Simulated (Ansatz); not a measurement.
**A scaling study of G0W0 on CO2 (P4_2/mnm)**

How does the cost of G0W0 grow with the cell? The test case is CO2 (P4_2/mnm).

Calculated with Ansatz 0.2.0; G0W0 on r2SCAN, plane waves, PAW.

### 1. Starting point

The structure is tetragonal, space group P4_2/mnm (No. 136). The conventional cell has a = 4.227 Å, b = 4.227 Å, c = 4.688 Å, α = 90.00°, β = 90.00°, γ = 90.00°. Nearest to C lie 2 O at 1.16 Å. Nearest to O lie 1 C at 1.16 Å. Farther neighbours and most contacts between anions are not listed.

The cell is the Materials Project's (PBE, PBE+U or r2SCAN) relaxed one; the ions were relaxed with r2SCAN. The default PAW set here is soft_2. Its files were made with PBE.

### 2. 6 atoms (1×1×1 cells), 2×2×2 mesh

G0W0 replaces the xc potential by the self-energy, built once from these orbitals. Only a window of levels is corrected, while the sums run over the empty bands that the input names.

Contents of input.yaml:

```yaml
crystal:
  lattice:
    - [4.22721279, 0.0, 0.0]
    - [0.0, 4.22721279, 0.0]
    - [0.0, 0.0, 4.68777159]
  atoms:
    - { symbol: C, position: [0.5, 0.5, 0.5] }
    - { symbol: C, position: [0.0, 0.0, 0.0] }
    - { symbol: O, position: [0.3059508134, 0.6940491866, 0.5] }
    - { symbol: O, position: [0.6940491866, 0.3059508134, 0.5] }
    - { symbol: O, position: [0.1940491866, 0.1940491866, 0.0] }
    - { symbol: O, position: [0.8059508134, 0.8059508134, 0.0] }
kpoints:
  mp_grid: { grid: [2, 2, 2] }
hamiltonian:
  xc: r2scan
scf:
  occupations: { method: fixed }
gw:
  n_empty_bands: 88
  ecut_chi: 60.0
  qp_bands: [v1, c1]
  qp_kpoints: band_edges
  screening: { model: contour_deformation }
```

Launch:

```bash
ansatz run input.yaml --threads 8 --pin off --max-ram 36864MiB --backend cpu --events-out ev --progress --plain --runs-dir out
```

Numbers of over 12 decimals in the logs are rounded to 6 here.

What it wrote:

```text
Engine: ansatz 0.2.0, aarch64-unknown-linux-gnu
Pseudopotentials: kind: paw
Pseudopotential: C, paw, valence charge 4, recommended cutoff 500 eV (meta_gga), C.paw.azcp
Pseudopotential: O, paw, valence charge 6, recommended cutoff 500 eV (meta_gga), O.paw.azcp
Functional definition: r2SCAN
  parameter k0 = 0.174
  parameter k1 = 0.065
  parameter a1 = 4.9479
  exchange = r2scan_x(k0 = k0, k1 = k1, a1 = a1)
  correlation = r2scan_c
Crystal: 6 atoms, lattice volume = 83.767 Å³
Basis set: ecut = 500 eV, 2137 PW (Γ), exchange–correlation on 128×128×144 points (64 copies of the dense FFT grid, shifted against one another)
Bands: 22, of which v1, the nominal top of the filled ones, is band 16 counted from 1 (15 counted from 0)
Symmetry: 16 space group operations
Space group: P42/mnm (ITA 136), of the structure as read, at distance tolerance 4.4e-5 Å
k-points: 6 of 8
Non-local potential: C, projectors of the file, l = 0: 2, l = 1: 2, l = 2: 1
Non-local potential: O, projectors of the file, l = 0: 2, l = 1: 2, l = 2: 1
PAW form: soft (Blöchl's): semilocal exchange-correlation on the pseudo side does not see the compensation charge
PAW frozen core: C, regenerated for the run's functional (the file was generated under x = pbe(κ = 0.804, μ = 0.219515), c = pbe(β = 0.066725))
PAW frozen core: O, regenerated for the run's functional (the file was generated under x = pbe(κ = 0.804, μ = 0.219515), c = pbe(β = 0.066725))
PAW one-centre angular grid: C, 302 points (default); XC on 239 of its mesh's 2573 points in the sphere
PAW one-centre angular grid: O, 302 points (default); XC on 160 Gauss nodes
Initial density: superposition of atomic densities (neutral atoms: chi_scale 0, normalization atom), corrected by the library's trained network
Initial wavefunctions: pseudopotential atomic-orbital guess
Functional: x = r2scan, c = r2scan; τ floored in thin density (d = 2e-4 eV/Å³)
SCF iter   1: F=—  HF=-2775.368362 eV  |F-HF|=—  |Δ(HF+E_count)|=         —  Δρ=8.70e-3  dr2=4.48e-2  dr2_τ=1.02e0  ethr=1.77e-3  ⟨swp⟩=4.7  Hψ=603  notcnv=0  defer=12
preconditioner: auto → Resta (q_TF=auto, 2.324 Å⁻¹)  ε∞=2.8  [insulator: Δε(μ)=7.280 eV  Ē_g=17.284 eV  n_scr=18 (ndim 8)  ℏωp=23.0 eV  f_vac=0.144  ε∞_Penn≈2.8]
SCF iter   2: F=—  HF=-2775.406323 eV  |F-HF|=—  |Δ(HF+E_count)|=   3.80e-2  Δρ=4.57e-3  dr2=5.98e-3  dr2_τ=1.94e-3  ethr=1.40e-4  ⟨swp⟩=2.0  Hψ=282  notcnv=0  defer=24
SCF iter   3: F=—  HF=-2775.402917 eV  |F-HF|=—  |Δ(HF+E_count)|=   3.41e-3  Δρ=1.38e-3  dr2=9.64e-4  dr2_τ=2.12e-4  ethr=1.87e-5  ⟨swp⟩=2.3  Hψ=223  notcnv=0  defer=24
SCF iter   4: F=—  HF=-2775.402567 eV  |F-HF|=—  |Δ(HF+E_count)|=   3.49e-4  Δρ=3.29e-4  dr2=5.22e-5  dr2_τ=6.23e-6  ethr=3.01e-6  ⟨swp⟩=2.2  Hψ=208  notcnv=0  defer=24
SCF iter   5: F=—  HF=-2775.402582 eV  |F-HF|=—  |Δ(HF+E_count)|=   1.50e-5  Δρ=8.27e-5  dr2=3.92e-6  dr2_τ=7.61e-7  ethr=1.63e-7  ⟨swp⟩=2.2  Hψ=211  notcnv=0  defer=11
SCF iter   6: F=—  HF=-2775.402583 eV  |F-HF|=—  |Δ(HF+E_count)|=   1.14e-6  Δρ=1.96e-5  dr2=2.73e-7  dr2_τ=1.29e-8  ethr=1.22e-8  ⟨swp⟩=3.0  Hψ=245  notcnv=0  defer=11
SCF iter   7: F=-2775.402584 eV  HF=-2775.402584 eV  |F-HF|=1.17e-10  |Δ(HF+E_count)|=   3.39e-7  Δρ=4.37e-6  dr2=8.30e-9  dr2_τ=1.57e-9  ethr=3.13e-10  ⟨swp⟩=8.2  Hψ=469  notcnv=0
SCF 1 converged in 7 iterations: F = -2775.402584 eV  dr2 = 8.30e-9
[...]
NSCF: frozen V_eff on 6 k-points
G₀W₀ screening: q 1/6
[... further progress lines ...]
SCF converged after 7 iterations
Free energy (F): -2775.402584 eV
Harris-Foulkes:  -2775.402584 eV  (|F-HF|=1.17e-10)
Internal energy: -2775.402584 eV  (E = F + TS)
E sigma→0 (E₀):  -2775.402584 eV
Fermi energy:    -1.999378 eV
--- Per-component energies (eV) ---
  E_band       = -312.991420
  E_kinetic    = 874.473506
  E_local      = -2334.589029  (includes V_loc(G=0)·N_el)
  E_nonlocal   = 247.404950
  E_hartree    = 784.793904
  E_xc         = -378.886964
  E_vxc        = -544.758107  (∫ρ·V_xc dr)
  E_paw        = -842.724111  (= ΣΔE_a)
  E_vpaw       = -162.754139  (= ΣTr[D̂ρ^β])
  E_aug_tail   = 0.003990  (compensation charges beyond the density's cutoff)
  E_vtau       = 37.640978  (kinetic-family band-sum trace: ∫τ·v_τ [+ j·A + Jᵃ·Aᵃ] dr)
  E_ewald      = -1125.701518
  E_core_change = -0.177311  (= ΣΔE_core)
  E_smearing   = -0.000000  (= −TS)
  E_closure    = -0.000000  (closes the sum)
  Σ components = -2775.402584   (vs F -2775.402584, Δ=0.00e0)
--- Band table (eV; the first three rows and the last of 6) ---
  k-point 0: bands = [... 12 lower, -3.3954, -2.5488, -2.4747, -2.4747, 5.2569, 6.2968, 6.7185, 6.7185, ... 2 higher]
  k-point 1: bands = [... 12 lower, -2.9883, -2.9883, -2.4744, -2.4744, 6.7183, 6.7183, 6.8621, 6.8621, ... 2 higher]
  k-point 2: bands = [... 12 lower, -2.5265, -2.5265, -2.4876, -2.4876, 6.9168, 6.9168, 7.0576, 7.0576, ... 2 higher]
  k-point 5: bands = [... 12 lower, -2.5168, -2.5168, -1.9994, -1.9994, 6.5203, 6.5203, 7.2096, 7.2096, ... 2 higher]
--- G₀W₀: contour deformation, 5 samples at zero and on the imaginary axis and 1 off it, 8 q-points, 88 empty bands' worth ---
  eigenvalues of the whole cell's RPA ε∞ on this k-mesh (on a slab, of 1 + 4πα/V) = 1.6425, 1.9944, 1.9944; static W/v taken at q = 0 is 0.529377
  gw.qp_kpoints: band_edges: 6 of 6 stored k-points solved, in 1 pass; an edge of the gap read off the rows below is read off those points alone
    ik  band        ε_KS         Σx   Σc(E_QP)       V_xc       Z   E_QP_lin       E_QP  E_QP is
     0    16     -2.4747   -25.9365     3.4209   -20.8416  0.8380    -4.1670    -4.1488  root
     0    17      5.2569    -6.0709    -3.0482   -10.6916  0.8924     6.8406     6.8294  root
     1    16     -2.4744   -25.9215     3.4229   -20.8351  0.8379    -4.1558    -4.1378  root
     1    17      6.7183    -8.2614    -3.0847   -14.0966  0.8730     9.5087     9.4688  root
     2    16     -2.4876   -25.9420     3.4264   -20.8513  0.8378    -4.1700    -4.1520  root
     2    17      6.9168   -10.3577    -2.8497   -16.3916  0.8636    10.1572    10.1010  root
     3    16     -2.2640   -26.2081     3.4100   -21.1639  0.8382    -3.9152    -3.8982  root
     3    17      6.7899   -10.7443    -2.8630   -16.9500  0.8612    10.1945    10.1326  root
     4    16     -2.0013   -26.5044     3.3984   -21.5170  0.8385    -3.6061    -3.5904  root
     4    17      7.0875   -10.8988    -2.9588   -17.2409  0.8592    10.5375    10.4708  root
     5    16     -1.9994   -26.5106     3.3993   -21.5229  0.8384    -3.6035    -3.5878  root
     5    17      6.5203    -9.9163    -2.8672   -15.8312  0.8669     9.6165     9.5680  root
```

Elapsed: 2.2 s, on 8 threads of Arm Neoverse V1, shared host; peak memory 0.54 GiB; 14 s of CPU time.

The column dr2 measures how far the density is from self-consistency, as an energy; F and HF (Harris–Foulkes) agree once it is small.

Numbers from this step:

| Property | Result |
| --- | --- |
| bands summed | 104 |
| RPA ε∞ on this mesh (eigenvalues) | 1.643, 1.994, 1.994 |
| plane waves in the screening matrix | 81 |
| q-points in the mesh | 8 |
| G0W0 gap on the mesh | 10.42 eV |
| k of the valence top | -0.5, -0.5, -0.5 |
| k of the conduction bottom | 0, 0, 0 |
| starting gap on the mesh | 7.256 eV |
| Z at the valence top | 0.8384 |
| Z at the conduction bottom | 0.8924 |
| least direct G0W0 gap on the computed points | 10.98 eV |

The gap on the mesh goes from 7.26 eV to 10.42 eV, a correction of +3.16 eV. Between the two edge states, bare exchange in place of the xc potential would open the gap by 9.61 eV, and correlation takes back 6.45 eV.

### 3. No symmetry, 2×2×2 mesh

Changes to input.yaml since step 2:

```diff
@@ -12,2 +12,3 @@
     - { symbol: O, position: [0.8059508134, 0.8059508134, 0.0] }
+  symmetry: { detect: false }
 kpoints:
```

What it wrote:

```text
[...]
Crystal: 6 atoms, lattice volume = 83.767 Å³
Basis set: ecut = 500 eV, 2137 PW (Γ), exchange–correlation on 128×128×144 points (64 copies of the dense FFT grid, shifted against one another)
Bands: 22, of which v1, the nominal top of the filled ones, is band 16 counted from 1 (15 counted from 0)
Symmetry: 1 space group operations
k-points: 8
[...]
3    17      6.7899   -10.7443    -2.8630   -16.9500  0.8612    10.1945    10.1326  root
[...]
6    16     -2.0013   -26.5044     3.3984   -21.5170  0.8385    -3.6061    -3.5904  root
     6    17      7.0875   -10.8987    -2.9588   -17.2409  0.8592    10.5375    10.4709  root
     7    16     -1.9994   -26.5106     3.3993   -21.5229  0.8384    -3.6035    -3.5878  root
     7    17      6.5204    -9.9163    -2.8672   -15.8312  0.8669     9.6165     9.5680  root
[key lines of the parts left out:]
SCF converged after 8 iterations
Free energy (F): -2775.402584 eV
Fermi energy:    -1.999371 eV
```

It took 3.3 s on 8 threads; peak memory 0.62 GiB.

Numbers from this step:

* bands summed: 104
* RPA ε∞ on this mesh (eigenvalues): 1.643, 1.994, 1.994
* plane waves in the screening matrix: 81
* G0W0 gap on the mesh: 10.42 eV
* k of the valence top: -0.5, -0.5, -0.5
* k of the conduction bottom: 0, 0, 0
* starting gap on the mesh: 7.256 eV
* least direct G0W0 gap on the computed points: 10.98 eV

Against the run with 2×2×2 mesh, 88 empty bands, screening to 60 eV, the gap moves by +0.000 eV.

### 4. 1 thread, 2×2×2 mesh

Changes to input.yaml since step 3:

```diff
@@ -12,3 +12,2 @@
     - { symbol: O, position: [0.8059508134, 0.8059508134, 0.0] }
-  symmetry: { detect: false }
 kpoints:
```

Launch:

```bash
ansatz run input.yaml --threads 1 --pin off --max-ram 36864MiB --backend cpu --events-out ev --progress --plain --runs-dir out
```

What it wrote:

```text
[...]
Crystal: 6 atoms, lattice volume = 83.767 Å³
Basis set: ecut = 500 eV, 2137 PW (Γ), exchange–correlation on 128×128×144 points (64 copies of the dense FFT grid, shifted against one another)
Bands: 22, of which v1, the nominal top of the filled ones, is band 16 counted from 1 (15 counted from 0)
Symmetry: 16 space group operations
[...]
k-points: 6 of 8
[...]
3    16     -2.2640   -26.2081     3.4100   -21.1639  0.8382    -3.9152    -3.8982  root
     3    17      6.7899   -10.7443    -2.8630   -16.9500  0.8612    10.1945    10.1326  root
     4    16     -2.0013   -26.5044     3.3984   -21.5170  0.8385    -3.6061    -3.5904  root
     4    17      7.0875   -10.8988    -2.9588   -17.2409  0.8592    10.5375    10.4708  root
     5    16     -1.9994   -26.5106     3.3993   -21.5229  0.8384    -3.6035    -3.5878  root
     5    17      6.5203    -9.9163    -2.8672   -15.8312  0.8669     9.6165     9.5680  root
[key lines of the parts left out:]
SCF converged after 7 iterations
Free energy (F): -2775.402584 eV
Fermi energy:    -1.999378 eV
```

The job ended after 12 s (1 thread; peak memory 0.39 GiB).

This step gave:

* bands summed: 104
* RPA ε∞ on this mesh (eigenvalues): 1.643, 1.994, 1.994
* plane waves in the screening matrix: 81
* G0W0 gap on the mesh: 10.42 eV
* k of the valence top: -0.5, -0.5, -0.5
* k of the conduction bottom: 0, 0, 0
* starting gap on the mesh: 7.256 eV
* least direct G0W0 gap on the computed points: 10.98 eV

Against the run with 2×2×2 mesh, 88 empty bands, screening to 60 eV, the gap moves by +0.000 eV.

### 5. 2 threads, 2×2×2 mesh

input.yaml is that of step 4.

Launch:

```bash
ansatz run input.yaml --threads 2 --pin off --max-ram 36864MiB --backend cpu --events-out ev --progress --plain --runs-dir out
```

What it wrote:

```text
[...]
Crystal: 6 atoms, lattice volume = 83.767 Å³
Basis set: ecut = 500 eV, 2137 PW (Γ), exchange–correlation on 128×128×144 points (64 copies of the dense FFT grid, shifted against one another)
Bands: 22, of which v1, the nominal top of the filled ones, is band 16 counted from 1 (15 counted from 0)
Symmetry: 16 space group operations
[...]
k-points: 6 of 8
[...]
3    16     -2.2640   -26.2081     3.4100   -21.1639  0.8382    -3.9152    -3.8982  root
     3    17      6.7899   -10.7443    -2.8630   -16.9500  0.8612    10.1945    10.1326  root
     4    16     -2.0013   -26.5044     3.3984   -21.5170  0.8385    -3.6061    -3.5904  root
     4    17      7.0875   -10.8988    -2.9588   -17.2409  0.8592    10.5375    10.4708  root
     5    16     -1.9994   -26.5106     3.3993   -21.5229  0.8384    -3.6035    -3.5878  root
     5    17      6.5203    -9.9163    -2.8672   -15.8312  0.8669     9.6165     9.5680  root
[key lines of the parts left out:]
SCF converged after 7 iterations
Free energy (F): -2775.402584 eV
Fermi energy:    -1.999378 eV
```

Run time: 6.5 s. Hardware: 2 threads; peak memory 0.41 GiB; 13 s of CPU time.

This step gave:

```
bands summed                                 : 104
RPA ε∞ on this mesh (eigenvalues)            : 1.643, 1.994, 1.994
plane waves in the screening matrix          : 81
G0W0 gap on the mesh                         : 10.42 eV
k of the valence top                         : -0.5, -0.5, -0.5
k of the conduction bottom                   : 0, 0, 0
starting gap on the mesh                     : 7.256 eV
least direct G0W0 gap on the computed points : 10.98 eV
```

Against the run with 2×2×2 mesh, 88 empty bands, screening to 60 eV, the gap moves by +0.000 eV.

### 6. 4 threads, 2×2×2 mesh

input.yaml is that of step 5.

Launch:

```bash
ansatz run input.yaml --threads 4 --pin off --max-ram 36864MiB --backend cpu --events-out ev --progress --plain --runs-dir out
```

What it wrote:

```text
[...]
Crystal: 6 atoms, lattice volume = 83.767 Å³
Basis set: ecut = 500 eV, 2137 PW (Γ), exchange–correlation on 128×128×144 points (64 copies of the dense FFT grid, shifted against one another)
Bands: 22, of which v1, the nominal top of the filled ones, is band 16 counted from 1 (15 counted from 0)
Symmetry: 16 space group operations
[...]
k-points: 6 of 8
[...]
3    16     -2.2640   -26.2081     3.4100   -21.1639  0.8382    -3.9152    -3.8982  root
     3    17      6.7899   -10.7443    -2.8630   -16.9500  0.8612    10.1945    10.1326  root
     4    16     -2.0013   -26.5044     3.3984   -21.5170  0.8385    -3.6061    -3.5904  root
     4    17      7.0875   -10.8988    -2.9588   -17.2409  0.8592    10.5375    10.4708  root
     5    16     -1.9994   -26.5106     3.3993   -21.5229  0.8384    -3.6035    -3.5878  root
     5    17      6.5203    -9.9163    -2.8672   -15.8312  0.8669     9.6165     9.5680  root
[key lines of the parts left out:]
SCF converged after 7 iterations
Free energy (F): -2775.402584 eV
Fermi energy:    -1.999378 eV
```

Elapsed: 3.7 s, on 4 threads; peak memory 0.49 GiB; 13 s of CPU time.

This step gave:

- bands summed: 104
- RPA ε∞ on this mesh (eigenvalues): 1.643, 1.994, 1.994
- plane waves in the screening matrix: 81
- G0W0 gap on the mesh: 10.42 eV
- k of the valence top: -0.5, -0.5, -0.5
- k of the conduction bottom: 0, 0, 0
- starting gap on the mesh: 7.256 eV
- least direct G0W0 gap on the computed points: 10.98 eV

Against the run with 2×2×2 mesh, 88 empty bands, screening to 60 eV, the gap moves by +0.000 eV.

### 7. 12 atoms (2×1×1 cells), 1×2×2 mesh

Contents of input.yaml:

```yaml
crystal:
  lattice:
    - [8.45442558, 0.0, 0.0]
    - [0.0, 4.22721279, 0.0]
    - [0.0, 0.0, 4.68777159]
  atoms:
    - { symbol: C, position: [0.25, 0.5, 0.5] }
    - { symbol: C, position: [0.0, 0.0, 0.0] }
    - { symbol: O, position: [0.1529754067, 0.6940491866, 0.5] }
    - { symbol: O, position: [0.3470245933, 0.3059508134, 0.5] }
    - { symbol: O, position: [0.0970245933, 0.1940491866, 0.0] }
    - { symbol: O, position: [0.4029754067, 0.8059508134, 0.0] }
    - { symbol: C, position: [0.75, 0.5, 0.5] }
    - { symbol: C, position: [0.5, 0.0, 0.0] }
    - { symbol: O, position: [0.6529754067, 0.6940491866, 0.5] }
    - { symbol: O, position: [0.8470245933, 0.3059508134, 0.5] }
    - { symbol: O, position: [0.5970245933, 0.1940491866, 0.0] }
    - { symbol: O, position: [0.9029754067, 0.8059508134, 0.0] }
kpoints:
  mp_grid: { grid: [1, 2, 2] }
hamiltonian:
  xc: r2scan
scf:
  occupations: { method: fixed }
gw:
  n_empty_bands: 176
  ecut_chi: 60.0
  qp_bands: [v1, c1]
  qp_kpoints: band_edges
  screening: { model: contour_deformation }
```

Launch:

```bash
ansatz run input.yaml --threads 8 --pin off --max-ram 36864MiB --backend cpu --events-out ev --progress --plain --runs-dir out
```

What it wrote:

```text
[...]
Crystal: 12 atoms, lattice volume = 167.535 Å³
Basis set: ecut = 500 eV, 4289 PW (Γ), exchange–correlation on 256×128×144 points (64 copies of the dense FFT grid, shifted against one another)
Bands: 44, of which v1, the nominal top of the filled ones, is band 32 counted from 1 (31 counted from 0)
Symmetry: 16 space group operations
[...]
k-points: 4
[...]
1    32     -2.2640   -26.2081     3.4101   -21.1639  0.8382    -3.9150    -3.8980  root
     1    33      6.7183    -8.2614    -3.0838   -14.0966  0.8731     9.5096     9.4696  root
     2    32     -2.0014   -26.5044     3.3986   -21.5170  0.8385    -3.6059    -3.5901  root
     2    33      6.9168   -10.3577    -2.8490   -16.3916  0.8636    10.1579    10.1016  root
     3    32     -1.9994   -26.5106     3.3996   -21.5229  0.8384    -3.6032    -3.5875  root
     3    33      6.5203    -9.9163    -2.8663   -15.8312  0.8669     9.6175     9.5689  root
[key lines of the parts left out:]
SCF converged after 7 iterations
Free energy (F): -5550.805167 eV
Fermi energy:    -1.999381 eV
```

Run time: 6.5 s. Hardware: 8 threads; peak memory 1.1 GiB; 46 s of CPU time.

This step gave:

```yaml
bands_summed: 208
rpa_eps_infinity_on_this_mesh_eigenvalues: 1.643, 1.994, 1.994
plane_waves_in_the_screening_matrix: 171
g0w0_gap_on_the_mesh: 10.42 eV
k_of_the_valence_top: 0, -0.5, -0.5
k_of_the_conduction_bottom: 0, 0, 0
starting_gap_on_the_mesh: 7.256 eV
least_direct_g0w0_gap_on_the_computed_points: 10.98 eV
```

The gap on the mesh goes from 7.26 eV to 10.42 eV, a correction of +3.16 eV. Between the two edge states, bare exchange in place of the xc potential would open the gap by 9.61 eV, and correlation takes back 6.45 eV.

[end of part 1 of 2]

[Paths, hosts, dates, memory and timing lines, banners, echoed tables and standing remarks are left out of the program output.]

[Logs are printed without paths, hosts, clocks, repeated set-up lines and the standing remarks that a program may print on its own settings, such as how far it seeks lower states.]

[Runs of the session that timed out or met a known fault of the program may be left out.]

[Cells called generated may have been cut or substituted from an entry of the Crystallography Open Database or the Materials Project.]

[Hosts, paths, dates, database ids (printed as entryN), source tags and the programs' standing remarks are cut or masked in the printed files.]
